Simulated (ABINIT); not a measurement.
# BeTlI3 (Pm-3m): zone-centre phonons, part 2 of 3

Which modes does BeTlI3 (Pm-3m) have at the zone centre?

ABINIT 10.8.3; DFT PBEsol, scalar-relativistic, plane waves, PseudoDojo norm-conserving pseudopotentials.

So far. Step 4 (Relaxation): The volume changes by -0.1 % in this run and stands +7.8 % from the first cell. The relaxed cell has a = 5.326 Å (conventional setting).

The structure was built from a prototype and need not be the compound's stable phase.

## (6) Linear response at Γ

At q = 0 one unit cell holds all displacements. The response is solved for single atoms along the cell's directions, and symmetry skips those that follow from others. The crystal is treated as a metal, which screens a static field, so no field response is asked.

dfpt_gamma.abi

```

# common to the responses
getwfk_filepath "gso_WFK"
kptopt 2
nqpt 1
qpt 0.0 0.0 0.0
asr 0
chneut 0

# displacements
rfphon 1
rfatpol 1 5
rfdir 1 1 1
tolvrs 1.0d-10
prtwf 0

# basis, mesh and filling
ecut 38.0
ngkpt 6 6 6
nshiftk 1
shiftk 0.0 0.0 0.0
istwfk *1
occopt 7
tsmear 0.001
nband 27
nstep 100
diemac 9.0
prtebands 0
prtgsr 0
useylm 1

# cell and atoms
acell 3*1.0 Angstrom
rprim 
    5.326057903 0.0 0.0
    0.0 5.326057903 0.0
    0.0 0.0 5.326057903
ntypat 3
znucl 81 4 53
natom 5
typat 1 2 3 3 3
xred 
    0.0 0.0 0.0
    0.5 0.5 0.5
    0.5 0.5 0.0
    0.5 0.0 0.5
    0.0 0.5 0.5
pp_dirpath "./pseudo"
pseudos "Tl.upf, Be.upf, I.upf"
```

Run with:

```bash
$ OMP_NUM_THREADS=1 mpirun -n 4 abinit dfpt_gamma.abi > dfpt_gamma.log
```

Numbers of over 12 decimals in the logs are rounded to 6 here.

dfpt_gamma.abo, the main output file:

```text
[banners, grids, parts of the stress and lines that vanish by symmetry left out]
- input  file    -> dfpt_gamma.abi
- output file    -> dfpt_gamma.abo
- root for input  files -> dfpt_gammai
- root for output files -> dfpt_gammao

 Symmetries : space group Pm -3 m (#221); Bravais cP (primitive cubic)
================================================================================
 Values of the parameters that define the memory need of the present run (RF).
     intxc =       0      iscf =       7    lmnmax =      18     lnmax =       6
     mgfft =      60  mpssoang =       3    mqgrid =    3001     natom =       5
  nloc_mem =       1    nspden =       1   nspinor =       1    nsppol =       1
      nsym =      48    n1xccc =    2501    ntypat =       3    occopt =       7
   xclevel =       2
-    mband =          27        mffmem =           1         mkmem =          28
-   mkqmem =          28        mk1mem =          28           mpw =       11536
      nfft =      216000          nkpt =         112
- my_mband =          27
================================================================================
================================================================================

--------------------------------------------------------------------------------
------------- Echo of variables that govern the present computation ------------
--------------------------------------------------------------------------------
-
- outvars: echo of selected default values
-   iomode0 =  0 , fftalg0 =312 , wfoptalg0 =  0
-
- outvars: echo of global parameters not present in the input file
-  max_nthreads =    1
-
 -outvars: echo values of preprocessed input variables
 [... echo left out ...]
================================================================================

 chkinp: Checking input parameters for consistency.

[...]
== DATASET  1 ==================================================================
-   mpi_nproc: 4, omp_nthreads: 1 (-1 if OMP is not activated)

--- !DatasetInfo
iteration_state: {dtset: 1, }
dimensions: {natom: 5, nkpt: 112, mband: 27, nsppol: 1, nspinor: 1, nspden: 1, mpw: 11536, }
cutoff_energies: {ecut:  38.0, pawecutdg:  -1.0, }
electrons: {nelect:   3.80000000E+01, charge:   0.00000000E+00, occopt:   7.00000000E+00, tsmear:   1.00000000E-03, }
meta: {optdriver: 1, rfphon: 1, }
...

 mkfilename: getwfk from: gso_WFK

 Real(R)+Recip(G) space primitive vectors, cartesian coordinates (Bohr,Bohr^-1):
 R(1)= 10.0647908  0.0000000  0.0000000  G(1)=  0.0993563  0.0000000  0.0000000
 R(2)=  0.0000000 10.0647908  0.0000000  G(2)=  0.0000000  0.0993563  0.0000000
 R(3)=  0.0000000  0.0000000 10.0647908  G(3)=  0.0000000  0.0000000  0.0993563
 Unit cell volume ucvol=  1.0195634E+03 bohr^3
 Angles (23,13,12)=  9.00000000E+01  9.00000000E+01  9.00000000E+01 degrees
 setup1 : take into account q-point for computing boxcut.

 getcut: wavevector=  0.0000  0.0000  0.0000  ngfft=  60  60  60
         ecut(hartree)=     38.000   => boxcut(ratio)=   2.14827

--- Pseudopotential description ------------------------------------------------
- pspini: atom type   1  psp file is ./pseudo/Tl.upf

- pspini: atom type   2  psp file is ./pseudo/Be.upf

- pspini: atom type   3  psp file is ./pseudo/I.upf

   3.63027727E+03                                ecore*ucvol(ha*bohr**3)
--------------------------------------------------------------------------------

 ==>  initialize data related to q vector <==

 The list of irreducible perturbations for this q vector is:
    1)    idir= 1    ipert=   1
    2)    idir= 1    ipert=   2
    3)    idir= 1    ipert=   3
    4)    idir= 3    ipert=   3

[...]
The perturbation idir=   2  ipert=   1 is
 symmetric of a previously calculated perturbation.
 So, its SCF calculation is not needed.

 The perturbation idir=   3  ipert=   1 is
 symmetric of a previously calculated perturbation.
 So, its SCF calculation is not needed.

 The perturbation idir=   2  ipert=   2 is
 symmetric of a previously calculated perturbation.
 So, its SCF calculation is not needed.

 The perturbation idir=   3  ipert=   2 is
 symmetric of a previously calculated perturbation.
 So, its SCF calculation is not needed.

[...]
The perturbation idir=   2  ipert=   5 is
 symmetric of a previously calculated perturbation.
 So, its SCF calculation is not needed.

 The perturbation idir=   3  ipert=   5 is
 symmetric of a previously calculated perturbation.
 So, its SCF calculation is not needed.

--------------------------------------------------------------------------------
 Perturbation wavevector (in red.coord.)   0.000000  0.000000  0.000000
 Perturbation : displacement of atom   1   along direction   1
 Found     8 symmetries that leave the perturbation invariant.

[...]
dfpt_looppert : total number of electrons, from k and k+q
  fully or partially occupied states are    3.800000E+01 and    3.800000E+01.
 Initialisation of the first-order wave-functions :
  ireadwf=   0

--- !BeginCycle
iteration_state: {dtset: 1, }
solver: {iscf: 7, nstep: 100, nline: 4, wfoptalg: 0, }
tolerances: {tolvrs: 1.00E-10, }
...

     iter   2DEtotal(Ha)        deltaE(Ha) residm    vres2
-ETOT  1   5.647273     -1.623E+04 3.136E+01 4.509E+02
 ETOT  2 -0.135791     -5.783E+00 4.136E-01 2.553E+02
 ETOT  3 -0.172379     -3.659E-02 9.972E-02 1.458E+01
 ETOT  4 -0.172568     -1.889E-04 5.001E-03 9.588E+00
 ETOT  5 -0.174370     -1.803E-03 9.626E-03 2.593E-02
[...]
At SCF step   11       vres2   =  6.71E-12 < tolvrs=  1.00E-10 =>converged.
[...]
Mean square residual over all n,k,spin=   18.526E-08; max=  16.483E-05

 Thirteen components of 2nd-order total energy (hartree) are
 1,2,3: 0th-order hamiltonian combined with 1st-order wavefunctions
     kin0=   2.02587566E+04 eigvalue=   1.13225524E+03  local=  -1.16847990E+04
 4,5,6: 1st-order hamiltonian combined with 1st and 0th-order wfs
 loc psp =  -5.18149924E+03  Hartree=   1.62884316E+03     xc=  -2.73754209E+02
 note that "loc psp" includes a xc core correction that could be resolved
 7,8,9: eventually, occupation + non-local contributions
    edocc=   1.80991590E+01     enl0=   5.15732474E+03   enl1=  -2.72919522E+04
 1-9 gives the relaxation energy (to be shifted if some occ is /=2.0)
   erelax=  -1.62367257E+04
 10,11,12 Non-relaxation  contributions : frozen-wavefunctions and Ewald
 fr.local=   2.33451200E+03 fr.nonlo=   1.36400882E+04  Ewald=   1.35259326E+02
 13,14 Frozen wf xc core corrections (1) and (2)
 frxc 1  =  -7.27119637E+02  frxc 2 =   8.53811503E+02
 Resulting in :
 2DEtotal=   -0.1743785501E+00 Ha. Also 2DEtotal=   -0.474508208113E+01 eV
    (2DErelax=   -1.6236725738E+04 Ha. 2DEnonrelax=    1.6236551360E+04 Ha)
    (  non-var. 2DEtotal :   -1.7437766700E-01 Ha)

[...]
Perturbation wavevector (in red.coord.)   0.000000  0.000000  0.000000
 Perturbation : displacement of atom   2   along direction   1
 Found     8 symmetries that leave the perturbation invariant.

[...]
dfpt_looppert : total number of electrons, from k and k+q
  fully or partially occupied states are    3.800000E+01 and    3.800000E+01.
 Initialisation of the first-order wave-functions :
  ireadwf=   0

--- !BeginCycle
iteration_state: {dtset: 1, }
solver: {iscf: 7, nstep: 100, nline: 4, wfoptalg: 0, }
tolerances: {tolvrs: 1.00E-10, }
...

     iter   2DEtotal(Ha)        deltaE(Ha) residm    vres2
-ETOT  1   1.729266     -8.128E+03 1.776E+02 4.237E+03
[...]
At SCF step   11       vres2   =  7.31E-11 < tolvrs=  1.00E-10 =>converged.
[...]
Mean square residual over all n,k,spin=   52.710E-10; max=  42.536E-07

 Thirteen components of 2nd-order total energy (hartree) are
 1,2,3: 0th-order hamiltonian combined with 1st-order wavefunctions
     kin0=   7.23092785E+03 eigvalue=   3.39780033E+03  local=  -2.10480519E+03
 4,5,6: 1st-order hamiltonian combined with 1st and 0th-order wfs
 loc psp =  -2.91275287E+03  Hartree=   1.36820950E+03     xc=  -6.02551003E+02
 note that "loc psp" includes a xc core correction that could be resolved
 7,8,9: eventually, occupation + non-local contributions
    edocc=   2.44340877E+02     enl0=  -1.40219789E+03   enl1=  -1.33506961E+04
 1-9 gives the relaxation energy (to be shifted if some occ is /=2.0)
   erelax=  -8.13172448E+03
 10,11,12 Non-relaxation  contributions : frozen-wavefunctions and Ewald
 fr.local=   1.38469132E+03 fr.nonlo=   6.68861915E+03  Ewald=   5.66008257E+01
 13,14 Frozen wf xc core corrections (1) and (2)
 frxc 1  =   0.00000000E+00  frxc 2 =   0.00000000E+00
 Resulting in :
 2DEtotal=   -0.1813189129E+01 Ha. Also 2DEtotal=   -0.493393897306E+02 eV
    (2DErelax=   -8.1317244821E+03 Ha. 2DEnonrelax=    8.1299112930E+03 Ha)
    (  non-var. 2DEtotal :   -1.8131891887E+00 Ha)

[...]
Perturbation wavevector (in red.coord.)   0.000000  0.000000  0.000000
 Perturbation : displacement of atom   3   along direction   1
 Found     4 symmetries that leave the perturbation invariant.

[...]
dfpt_looppert : total number of electrons, from k and k+q
  fully or partially occupied states are    3.800000E+01 and    3.800000E+01.
 Initialisation of the first-order wave-functions :
  ireadwf=   0

--- !BeginCycle
iteration_state: {dtset: 1, }
solver: {iscf: 7, nstep: 100, nline: 4, wfoptalg: 0, }
tolerances: {tolvrs: 1.00E-10, }
...

     iter   2DEtotal(Ha)        deltaE(Ha) residm    vres2
-ETOT  1   1.376115     -4.699E+02 4.833E+00 2.204E+02
[...]
At SCF step   11       vres2   =  3.79E-12 < tolvrs=  1.00E-10 =>converged.
[...]
Mean square residual over all n,k,spin=   62.005E-09; max=  51.433E-06

 Thirteen components of 2nd-order total energy (hartree) are
 1,2,3: 0th-order hamiltonian combined with 1st-order wavefunctions
     kin0=   3.40144803E+02 eigvalue=   2.71304557E+00  local=  -2.44931159E+02
 4,5,6: 1st-order hamiltonian combined with 1st and 0th-order wfs
 loc psp =  -3.57953001E+02  Hartree=   1.45714553E+02     xc=  -4.26427923E+01
 note that "loc psp" includes a xc core correction that could be resolved
 7,8,9: eventually, occupation + non-local contributions
    edocc=   2.32044086E+01     enl0=   2.45957652E+02   enl1=  -5.82368021E+02
 1-9 gives the relaxation energy (to be shifted if some occ is /=2.0)
   erelax=  -4.70160511E+02
 10,11,12 Non-relaxation  contributions : frozen-wavefunctions and Ewald
 fr.local=   1.09767167E+02 fr.nonlo=   2.95941508E+02  Ewald=   6.65529246E+01
 13,14 Frozen wf xc core corrections (1) and (2)
 frxc 1  =  -3.91546048E+01  frxc 2 =   3.81631697E+01
 Resulting in :
 2DEtotal=    0.1109653253E+01 Ha. Also 2DEtotal=    0.301952032540E+02 eV
    (2DErelax=   -4.7016051094E+02 Ha. 2DEnonrelax=    4.7127016419E+02 Ha)
    (  non-var. 2DEtotal :    1.1096531814E+00 Ha)

[...]
Perturbation wavevector (in red.coord.)   0.000000  0.000000  0.000000
 Perturbation : displacement of atom   3   along direction   3
 Found     8 symmetries that leave the perturbation invariant.

--------------------------------------------------------------------------------

--------------------------------------------------------------------------------

 dfpt_looppert : total number of electrons, from k and k+q
  fully or partially occupied states are    3.800000E+01 and    3.800000E+01.
 Initialisation of the first-order wave-functions :
  ireadwf=   0

--- !BeginCycle
iteration_state: {dtset: 1, }
solver: {iscf: 7, nstep: 100, nline: 4, wfoptalg: 0, }
tolerances: {tolvrs: 1.00E-10, }
...

     iter   2DEtotal(Ha)        deltaE(Ha) residm    vres2
-ETOT  1   3.791320     -4.646E+02 4.832E+00 6.900E+03
[...]
ETOT 10   2.478507     -1.370E-11 7.228E-05 9.055E-10
 ETOT 11   2.478507     -5.855E-12 2.783E-05 1.644E-11

 At SCF step   11       vres2   =  1.64E-11 < tolvrs=  1.00E-10 =>converged.
[...]
Mean square residual over all n,k,spin=   38.993E-09; max=  27.826E-06

 Thirteen components of 2nd-order total energy (hartree) are
 1,2,3: 0th-order hamiltonian combined with 1st-order wavefunctions
     kin0=   3.12497216E+02 eigvalue=   6.74293362E+00  local=  -2.08717411E+02
 4,5,6: 1st-order hamiltonian combined with 1st and 0th-order wfs
 loc psp =  -3.74074752E+02  Hartree=   1.56023110E+02     xc=  -4.19340508E+01
 note that "loc psp" includes a xc core correction that could be resolved
 7,8,9: eventually, occupation + non-local contributions
    edocc=   3.66140200E+01     enl0=   2.04699765E+02   enl1=  -5.57776413E+02
 1-9 gives the relaxation energy (to be shifted if some occ is /=2.0)
   erelax=  -4.65925583E+02
 10,11,12 Non-relaxation  contributions : frozen-wavefunctions and Ewald
 fr.local=   5.50425349E+01 fr.nonlo=   2.76427641E+02  Ewald=   1.37828986E+02
 13,14 Frozen wf xc core corrections (1) and (2)
 frxc 1  =  -3.93178159E+01  frxc 2 =   3.84227436E+01
 Resulting in :
 2DEtotal=    0.2478506687E+01 Ha. Also 2DEtotal=    0.674436027677E+02 eV
    (2DErelax=   -4.6592558287E+02 Ha. 2DEnonrelax=    4.6840408955E+02 Ha)
    (  non-var. 2DEtotal :    2.4785070003E+00 Ha)

[...]
---- first-order wavefunction calculations are completed ----

 ==> Compute Derivative Database <==

 [... matrices left out ...]
  Phonon wavevector (reduced coordinates) :  0.00000  0.00000  0.00000
 Phonon energies in Hartree :
  -1.058564E-03 -1.058564E-03 -1.058564E-03 -8.453782E-05 -8.453782E-05
  -8.453782E-05 -8.568849E-06 -8.568849E-06 -8.568848E-06  2.065858E-04
   2.065858E-04  2.065858E-04  4.375029E-04  4.375029E-04  4.375029E-04
 Phonon frequencies in cm-1    :
- -2.323279E+02 -2.323279E+02 -2.323279E+02 -1.855391E+01 -1.855391E+01
- -1.855391E+01 -1.880645E+00 -1.880645E+00 -1.880645E+00  4.534033E+01
-  4.534033E+01  4.534033E+01  9.602078E+01  9.602078E+01  9.602078E+01

== END DATASET(S) ==============================================================
================================================================================

 -outvars: echo values of variables after computation
            acell      1.8897261259E+00  1.8897261259E+00  1.8897261259E+00 Bohr
           etotal      2.4785066868E+00
            fcart      0.0000000000E+00  0.0000000000E+00  0.0000000000E+00
           strten      0.0000000000E+00  0.0000000000E+00  0.0000000000E+00
================================================================================
```

It took 8.7 min on 4 MPI ranks of Arm Neoverse V2, shared host; 35 min of CPU time.

This step gave:

```yaml
largest_acoustic_frequency_at_the_zone_centre_before_the_sum_rule: -1.88 cm⁻¹
highest_optical_zone_centre_mode_no_lo_to_term: 96.02 cm⁻¹
lowest_optical_zone_centre_mode: -232.3 cm⁻¹
```

The acoustic modes at Γ come out as far as 1.9 cm⁻¹ from zero, where they should vanish, a small numerical error. The lowest optical mode is imaginary, 232i cm⁻¹, an instability at this level and on this k mesh.

(Continued in part 3 of 3.)

[Host names and launcher messages were left out of these logs when they were recorded.]

[Logs are printed without paths, hosts, clocks, repeated set-up lines and the standing remarks that a program may print on its own settings, such as how far it seeks lower states.]

[Hosts, paths, dates, database ids (printed as entryN), source tags and the programs' standing remarks are cut or masked in the printed files.]
